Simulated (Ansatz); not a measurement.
# AlNi (Pm-3m) under uniaxial strain along [001]

Aim: how do the optical modes of AlNi (Pm-3m) shift and split under this strain?

Program: Ansatz 0.2.0. Level of theory: DFT PBEsol, scalar-relativistic, plane waves, PAW; PAW set soft_1. Results are calculated unless marked as measured.

Report form: the programs' logs are mostly left out.

The database entry behind the starting cell differs from later determinations by our own check (about 0.2 % short), so it need not match the best structure at ambient conditions.

## Step 1: Set-up

It takes space group Pm-3m (No. 221, cubic). The conventional cell has a = 2.881 Å, b = 2.881 Å, c = 2.881 Å, α = 90.00°, β = 90.00°, γ = 90.00°. Al has 8 Ni at 2.50 Å nearest. Nearest to Ni lie 8 Al at 2.50 Å. Farther neighbours are not listed.

Structure file:

```cif
data_structure
_symmetry_space_group_name_H-M 'P 1'
_symmetry_Int_Tables_number 1
_cell_length_a 2.8810
_cell_length_b 2.8810
_cell_length_c 2.8810
_cell_angle_alpha 90.000
_cell_angle_beta 90.000
_cell_angle_gamma 90.000
_cell_volume 23.91
loop_
_atom_site_label
_atom_site_type_symbol
_atom_site_fract_x
_atom_site_fract_y
_atom_site_fract_z
_atom_site_occupancy
Al1 Al 0.00000 0.00000 0.00000 1
Ni2 Ni 0.50000 0.50000 0.50000 1
```

## Step 2: Relaxation

The cell and atoms are relaxed, since residual forces and stress would shift the frequencies.

Input file input.yaml:

```yaml
crystal:
  lattice:
    - [2.881, 0.0, 0.0]
    - [0.0, 2.881, 0.0]
    - [0.0, 0.0, 2.881]
  atoms:
    - { symbol: Al, position: [0.0, 0.0, 0.0] }
    - { symbol: Ni, position: [0.5, 0.5, 0.5] }
kpoints:
  mp_grid: { grid: [14, 14, 14] }
hamiltonian:
  xc: pbesol
  pseudopotentials: { kind: paw, azcp: { folder: soft_1 }, xc_functional: pbe }
scf:
  occupations: { method: gaussian, width: 0.1 }
output:
  forces: true
  stress: true
  eigenvalues: true
  write_density: true
  write_potential: true
  elf: true
  volumetric_format: npy
relax:
  adjacent_minimum: "off"
  f_tol: 0.005
  max_steps: 80
  cell: { stress_tol: 0.05 }
```

Launch:

```sh
$ ansatz run input.yaml --threads 4 --pin off --max-ram 10240MiB --backend cpu --events-out ev --progress --plain --runs-dir out
```

The job ended after 3.1 s (4 threads of Intel Xeon Platinum 8488C (Sapphire Rapids), shared host; peak memory 0.38 GiB).

This run has no spin polarisation, although Ni can carry a moment.

Relaxation path:

```tsv
step	energy less that of the first step (eV)	largest force component (eV/Å)	pressure (GPa)	volume (Å³)
1	0.0000	0.0000	-3.28	23.91
2	-0.0042	0.0000	-1.31	23.63
3	-0.0050	0.0000	0.04	23.44
4*	-0.0049	0.0000	0.04	23.44
```

Relaxation steps marked * repeat the geometry before them on a plane-wave basis chosen anew for their cell, so energy and pressure can jump there.

Forces are held to the 48 operations that the run works with; a distortion that breaks them can't arise in this run.

```tsv
conventional cell, symmetrised	before	after	change
a (Å)	2.881	2.862	-0.7 %
b (Å)	2.881	2.862	-0.7 %
c (Å)	2.881	2.862	-0.7 %
volume (Å³/atom)	11.96	11.72	-2.0 %
```

The relaxed structure:

```cif
data_structure
_symmetry_space_group_name_H-M 'P 1'
_symmetry_Int_Tables_number 1
_cell_length_a 2.8618
_cell_length_b 2.8618
_cell_length_c 2.8618
_cell_angle_alpha 90.000
_cell_angle_beta 90.000
_cell_angle_gamma 90.000
_cell_volume 23.44
loop_
_atom_site_label
_atom_site_type_symbol
_atom_site_fract_x
_atom_site_fract_y
_atom_site_fract_z
_atom_site_occupancy
Al1 Al 0.00000 0.00000 0.00000 1
Ni2 Ni 0.50000 0.50000 0.50000 1
```

Numbers from this step:

```yaml
pressure: 0.04175 GPa
volume_per_atom: 11.72 Å³
gap_on_the_k_mesh: 0 eV
```

Valence density in the ac plane at fractional y = 0.000, with atoms of Al within 0.2 Å of it. It is the smooth field of the valence electrons, not physical close to the nuclei.

Ten even steps from '_' (0.05 e/Å³) to '@' (0.25 e/Å³):
```
____..==##@@@@%%%%@@@@##==..__
....--**%%@@@@%%%%@@@@%%**--..
====**%%@@@@@@@@@@@@@@@@%%**==
####%%@@@@@@@@@@@@@@@@@@@@%%##
%%@@@@@@@@@@@@@@@@@@@@@@@@@@@@
%%@@@@@@@@@@@@@@@@@@@@@@@@@@@@
%%%%%%@@@@@@@@@@@@@@@@@@@@%%%%
%%%%%%@@@@@@@@@@@@@@@@@@@@%%%%
%%@@@@@@@@@@@@@@@@@@@@@@@@@@@@
%%@@@@@@@@@@@@@@@@@@@@@@@@@@@@
####%%@@@@@@@@@@@@@@@@@@@@%%##
====**%%@@@@@@@@@@@@@@@@%%**==
....--**%%@@@@%%%%@@@@%%**--..
____..==##@@@@%%%%@@@@##==..__
____..==##%%%%%%%%%%%%##==..__
```
Columns run along a (2.9 Å), rows up along c (2.9 Å). Atoms in or near the plane, at fractional coordinates: Al at (0.00, 0.00).

Electrostatic potential energy in the ac plane at fractional y = 0.000, with atoms of Al within 0.2 Å of it. With pseudopotentials it is smooth inside the atoms' cores, unlike the true potential.

Ten even steps from '0' (-3 eV) to '9' (26 eV):
```
994002455420049
541003555530014
100024566542000
000245566554200
223455666655432
445556666665554
555666666666655
555666666666655
445556666665554
223455666655432
000245566554200
100024566542000
541003555530014
994002455420049
995102455420159
```
Columns run along a (2.9 Å; values clipped at the 3rd and 97th percentile), rows up along c (2.9 Å). Atoms in or near the plane, at fractional coordinates: Al at (0.00, 0.00).

ELF in the ac plane at fractional y = 0.000, with atoms of Al within 0.2 Å of it. It is the smooth field of the valence electrons, not physical close to the nuclei.

Ten even steps from '0' (0.00) to '9' (0.69):
```
200146777764100
000357777775300
113577766777531
345777666677754
667776655667776
777766555566777
777665544556677
777665544556677
777766555566777
667776655667776
345777666677754
113577766777531
000357777775300
200146777764100
920136777763102
```
Columns run along a (2.9 Å), rows up along c (2.9 Å). Atoms in or near the plane, at fractional coordinates: Al at (0.00, 0.00).

In this step the volume went from 11.96 to 11.72 Å³/atom.

## Step 3: Tight relaxation

Phonons need small forces and stress, so the relaxation is finished with tight tolerances on 16×16×16 k points.

Input file input.yaml:

```yaml
crystal:
  lattice:
    - [2.8618020452, 0.0, 0.0]
    - [0.0, 2.8618020452, 0.0]
    - [0.0, 0.0, 2.8618020452]
  atoms:
    - { symbol: Al, position: [0.0, 0.0, 0.0] }
    - { symbol: Ni, position: [0.5, 0.5, 0.5] }
kpoints:
  mp_grid: { grid: [16, 16, 16] }
hamiltonian:
  xc: pbesol
  pseudopotentials: { kind: paw, azcp: { folder: soft_1 }, xc_functional: pbe }
scf:
  occupations: { method: methfessel_paxton, width: 0.2 }
output:
  forces: true
  stress: true
  eigenvalues: true
relax:
  adjacent_minimum: "off"
  f_tol: 0.001
  max_steps: 60
  cell: { stress_tol: 0.01 }
```

The job ended after 2.6 s (4 threads; peak memory 0.4 GiB; 8.4 s of CPU time).

Little changed from the start: no atom moved by 0.005 Å and no cell edge by 0.1 %.

Numbers from this step:

```yaml
pressure: -0.008878 GPa
```

The forces vanish by symmetry and the pressure is -0.009 GPa, within the tolerances set. The cell now holds 11.72 Å³/atom.

## Step 4: Modes at rest

The force constants come from the linear response of the density to a displacement.

The modes at rest are the reference of the series.

input.yaml, the sections that differ from step 3:

```yaml
crystal:
  lattice:
    - [2.8617390861, 0.0, 0.0]
    - [0.0, 2.8617390861, 0.0]
    - [0.0, 0.0, 2.8617390861]
  atoms:
    - { symbol: Al, position: [0.0, 0.0, 0.0] }
    - { symbol: Ni, position: [0.5, 0.5, 0.5] }
output:
  eigenvalues: true
phonons:
  method: dfpt
# kpoints, hamiltonian, scf: as in step 3
# relax: removed
```

Wall time 9.4 s (4 threads); peak memory 0.71 GiB; 32 s of CPU time.

This step gave:

| Item | Value |
| --- | --- |
| sum-rule residual before enforcement | 1.04e-5 eV/Å² |
| point group | m-3m |
| highest optical mode at the zone centre (no LO-TO term) | 302.1 cm⁻¹ |
| lowest optical zone-centre mode | 302.1 cm⁻¹ |

Patterns of degenerate modes are one choice out of their space. The modes at Γ (shares of kinetic energy by element, %):

```tsv
mode	frequency (cm⁻¹)	symmetry	Al %	Ni %
1	0.0	acoustic	31	69
2	0.0	acoustic	31	69
3	0.0	acoustic	31	69
4	302.1	T1u	69	31
5	302.1	T1u	69	31
6	302.1	T1u	69	31
```

Displacements in mode 6 (302.1 cm⁻¹), the largest set to 1:
```
Al1  0.00  1.00  0.00
Ni2  0.00 -0.46  0.00
```

Before it was imposed, the acoustic sum rule was missed by 1.0e-5 eV/Å². Small misses are needed for a sound result but don't prove that mesh and cutoff are converged. The lowest optical mode is real, 302 cm⁻¹.

## Step 5: A member of the series: uniaxial strain of +4 % along [001]

The cell takes a uniaxial strain of +4 % along [001]. The strained length and the angles are held, while the rest of the cell and the atoms relax.

input.yaml, the sections that differ from step 4:

```yaml
crystal:
  lattice:
    - [2.8288888379, 0.0, 0.0]
    - [0.0, 2.8288888379, 0.0]
    - [0.0, 0.0, 2.9762086497]
  atoms:
    - { symbol: Al, position: [0.0, 0.0, 0.0] }
    - { symbol: Ni, position: [0.5, 0.5, 0.5] }
output:
  forces: true
  stress: true
  eigenvalues: true
relax:
  adjacent_minimum: "off"
  f_tol: 0.001
  max_steps: 60
  cell: { stress_tol: 0.01, fix: [c, angles] }
# kpoints, hamiltonian, scf: as in step 4
# phonons: removed
```

The job ended after 8.1 s (4 threads; peak memory 0.49 GiB).

Relaxation path:

```tsv
step	energy less that of the first step (eV)	largest force component (eV/Å)	pressure (GPa)	volume (Å³)
1	0.0000	0.0000	-2.54	23.82
2	-0.0007	0.0000	-1.79	23.71
3	-0.0009	0.0000	-1.23	23.63
4	-0.0009	0.0000	-1.24	23.63
5*	-0.0008	0.0000	-1.24	23.63
```

Relaxation steps marked * repeat the geometry before them on a plane-wave basis chosen anew for their cell, so energy and pressure can jump there.

Forces are held to the 16 operations that the run works with; a distortion that breaks them can't arise in this run.

```tsv
conventional cell, symmetrised	before	after	change
a (Å)	2.829	2.818	-0.4 %
b (Å)	2.829	2.818	-0.4 %
c (Å)	2.976	2.976	+0.0 %
volume (Å³/atom)	11.91	11.82	-0.8 %
```

Final coordinates:

```xyz
2
Lattice="2.8179 0.0000 0.0000 0.0000 2.8179 0.0000 0.0000 0.0000 2.9762" Properties=species:S:1:pos:R:3 pbc="T T T"
Al    0.0000    0.0000    0.0000
Ni    1.4089    1.4089    1.4881
```

Numbers from this step:

```
pressure        : -1.239 GPa
volume per atom : 11.82 Å³
```

The forces vanish by symmetry.

## Step 6: Zone-centre modes of the member: uniaxial strain of +4 % along [001]

The zone-centre modes follow for uniaxial strain of +4 % along [001].

input.yaml, the sections that differ from step 5:

```yaml
crystal:
  lattice:
    - [2.8178724923, 0.0, 0.0]
    - [0.0, 2.8178724923, 0.0]
    - [0.0, 0.0, 2.9762086497]
  atoms:
    - { symbol: Al, position: [0.0, 0.0, 0.0] }
    - { symbol: Ni, position: [0.5, 0.5, 0.5] }
output:
  eigenvalues: true
phonons:
  method: dfpt
# kpoints, hamiltonian, scf: as in step 5
# relax: removed
```

It took 20 s on 4 threads; peak memory 1 GiB.

This step gave:

```
sum-rule residual before enforcement                    : 6.29e-5 eV/Å²
point group                                             : 4/mmm
highest optical mode at the zone centre (no LO-TO term) : 299.4 cm⁻¹
lowest optical zone-centre mode                         : 294.3 cm⁻¹
```

Patterns of degenerate modes are one choice out of their space. The modes at Γ (shares of kinetic energy by element, %):

```tsv
mode	frequency (cm⁻¹)	symmetry	Al %	Ni %
1	0.0	acoustic	31	69
2	0.0	acoustic	31	69
3	0.0	acoustic	31	69
4	294.3	Eu	69	31
5	294.3	Eu	69	31
6	299.4	A2u	69	31
```

The lowest optical mode is real, 294 cm⁻¹, and the highest lies at 299.4 cm⁻¹.

## Step 7: Relaxation of a member: uniaxial strain of -4 % along [001]

The cell takes a uniaxial strain of -4 % along [001]. The strained length and the angles are held, while the rest of the cell and the atoms relax.

input.yaml, the sections that differ from step 6:

```yaml
crystal:
  lattice:
    - [2.895270957, 0.0, 0.0]
    - [0.0, 2.895270957, 0.0]
    - [0.0, 0.0, 2.7472695225]
  atoms:
    - { symbol: Al, position: [0.0, 0.0, 0.0] }
    - { symbol: Ni, position: [0.5, 0.5, 0.5] }
output:
  forces: true
  stress: true
  eigenvalues: true
relax:
  adjacent_minimum: "off"
  f_tol: 0.001
  max_steps: 60
  cell: { stress_tol: 0.01, fix: [c, angles] }
# kpoints, hamiltonian, scf: as in step 6
# phonons: removed
```

Elapsed: 9.4 s, on 4 threads; peak memory 0.48 GiB; 34 s of CPU time.

The steps of the relaxation:

```tsv
step	energy less that of the first step (eV)	largest force component (eV/Å)	pressure (GPa)	volume (Å³)
1	0.0000	0.0000	3.35	23.03
2	-0.0007	0.0000	2.55	23.13
3	-0.0009	0.0000	1.86	23.22
4*	-0.0009	0.0000	1.86	23.22
5	-0.0009	0.0000	1.86	23.22
6*	-0.0009	0.0000	1.86	23.22
```

Relaxation steps marked * repeat the geometry before them on a plane-wave basis chosen anew for their cell, so energy and pressure can jump there.

Forces are held to the 16 operations that the run works with; a distortion that breaks them can't arise in this run.

```tsv
conventional cell, symmetrised	before	after	change
a (Å)	2.895	2.907	+0.4 %
b (Å)	2.895	2.907	+0.4 %
c (Å)	2.747	2.747	-0.0 %
volume (Å³/atom)	11.51	11.61	+0.8 %
```

The relaxed structure:

```xyz
2
Lattice="2.9073 0.0000 0.0000 0.0000 2.9073 0.0000 0.0000 0.0000 2.7473" Properties=species:S:1:pos:R:3 pbc="T T T"
Al    0.0000    0.0000    0.0000
Ni    1.4537    1.4537    1.3736
```

Numbers from this step:

```
pressure        : 1.855 GPa
volume per atom : 11.61 Å³
```

The forces vanish by symmetry.

## Step 8: Modes of this member: uniaxial strain of -4 % along [001]

The zone-centre modes follow for uniaxial strain of -4 % along [001].

input.yaml, the sections that differ from step 7:

```yaml
crystal:
  lattice:
    - [2.9073371718, 0.0, 0.0]
    - [0.0, 2.9073371718, 0.0]
    - [0.0, 0.0, 2.7472695225]
  atoms:
    - { symbol: Al, position: [0.0, 0.0, 0.0] }
    - { symbol: Ni, position: [0.5, 0.5, 0.5] }
output:
  eigenvalues: true
phonons:
  method: dfpt
# kpoints, hamiltonian, scf: as in step 7
# relax: removed
```

Elapsed: 20 s, on 4 threads; peak memory 1 GiB; 73 s of CPU time.

Numbers from this step:

* sum-rule residual before enforcement: 3.39e-5 eV/Å²
* highest optical mode at the zone centre (no LO-TO term): 307.4 cm⁻¹
* lowest optical zone-centre mode: 304.0 cm⁻¹

Patterns of degenerate modes are one choice out of their space. Modes at Γ, with each element's share of the kinetic energy:

```tsv
mode	frequency (cm⁻¹)	symmetry	Al %	Ni %
1	0.0	acoustic	31	69
2	0.0	acoustic	31	69
3	0.0	acoustic	31	69
4	304.0	A2u	69	31
5	307.4	Eu	69	31
6	307.4	Eu	69	31
```

The lowest optical mode is real, 304 cm⁻¹, and the highest lies at 307.4 cm⁻¹.

## Step 9: All members side by side

The members are set side by side, also those not shown above.

Stress is positive in compression; energies are extrapolated to zero smearing, and E0 is that at rest; the edges not held and the atoms are relaxed in each cell; all runs use 16×16×16 k points and Methfessel-Paxton smearing of 0.2 eV. State of the crystal along the series:

```tsv
strain (%)	stress along the axis (GPa)	free strain along [100] (%)	free strain along [010] (%)	E - E0 (meV/atom)
-4	5.565	1.593	1.593	8.49
-3	4.17	1.172	1.172	4.858
-2	2.824	0.761	0.761	2.19
-1	1.409	0.3694	0.3694	0.5405
0	-0.008878	0	0	0
1	-1.192	-0.3786	-0.3786	0.4732
2	-2.151	-0.7622	-0.7622	1.74
3	-2.973	-1.148	-1.148	3.645
4	-3.719	-1.533	-1.533	6.1
```

Optical modes are counted from below at rest and tracked from member to member by their patterns, and modes that stay within 0.3 cm⁻¹ of each other stand once; labels, where given, are those at rest; the edges not held and the atoms are relaxed in each cell; all runs use 16×16×16 k points and Methfessel-Paxton smearing of 0.2 eV. Optical modes along the series:

```tsv
strain (%)	optical mode 1 T1u, doublet (cm⁻¹)	optical mode 2 T1u, singlet (cm⁻¹)
-4	307.4	304
-3	306.5	303.9
-2	305.4	303.6
-1	303.9	303.1
0	302.1	302.1
1	300.3	301.3
2	298.4	300.6
3	296.4	300
4	294.3	299.4
```

Value and slope at zero strain of a cubic (a lower polynomial where under five rows exist) through the rows within 2 % of rest. Slopes at rest:

```tsv
mode	frequency (cm⁻¹)	shift per percent of strain (cm⁻¹)	shift per GPa of compressive stress (cm⁻¹)
optical mode 1 T1u, doublet	302.1	-1.84	1.39
optical mode 2 T1u, singlet	302.1	-0.91	0.69
```

## Step 10: Summary of results

```json
{"members": "9", "highest optical mode at the zone centre (no LO-TO term), at rest": "302.1 cm⁻¹", "Young’s modulus along [001]": "132 GPa", "optical mode 1 T1u, doublet, shift per percent": "-1.84 cm⁻¹", "optical mode 2 T1u, singlet, shift per percent": "-0.91 cm⁻¹"}
```

In words: The stress changes by 1.32 GPa for each percent, a Young’s modulus of 132 GPa along [001]. For each percent the free edge responds with -0.37 %. The strain lowers the symmetry: the level at 302.1 cm⁻¹ splits, into 307.4 and 304.0 cm⁻¹ at -4 %. The fastest shift in the table of slopes is -1.8 cm⁻¹ for each percent (optical mode 1 T1u, doublet), or 1.4 cm⁻¹ for each GPa of compressive stress. For small strain, the measured shift of a line that Raman or infrared light can see, divided by its slope, estimates the stress, if the state of stress is of this kind. These are harmonic frequencies at zero temperature: anharmonic shifts, linewidths and thermal expansion are left out. With no gap, or one that is small against the smearing, the frequencies hang on the k mesh and the smearing, most of all near Kohn anomalies. The runs are without spin polarisation, although the cell has an odd electron count. The PAW files were made for PBE; the program adapts parts of them to the functional of the run, but their partial waves stay those of PBE, an approximation that was not tested in this session. Only the zone centre was solved, so an instability at another wavevector cannot show here.

[Logs are printed without paths, hosts, clocks, repeated set-up lines and the standing remarks that a program may print on its own settings, such as how far it seeks lower states.]

[Hosts, paths, dates, database ids (printed as entryN), source tags and the programs' standing remarks are cut or masked in the printed files.]
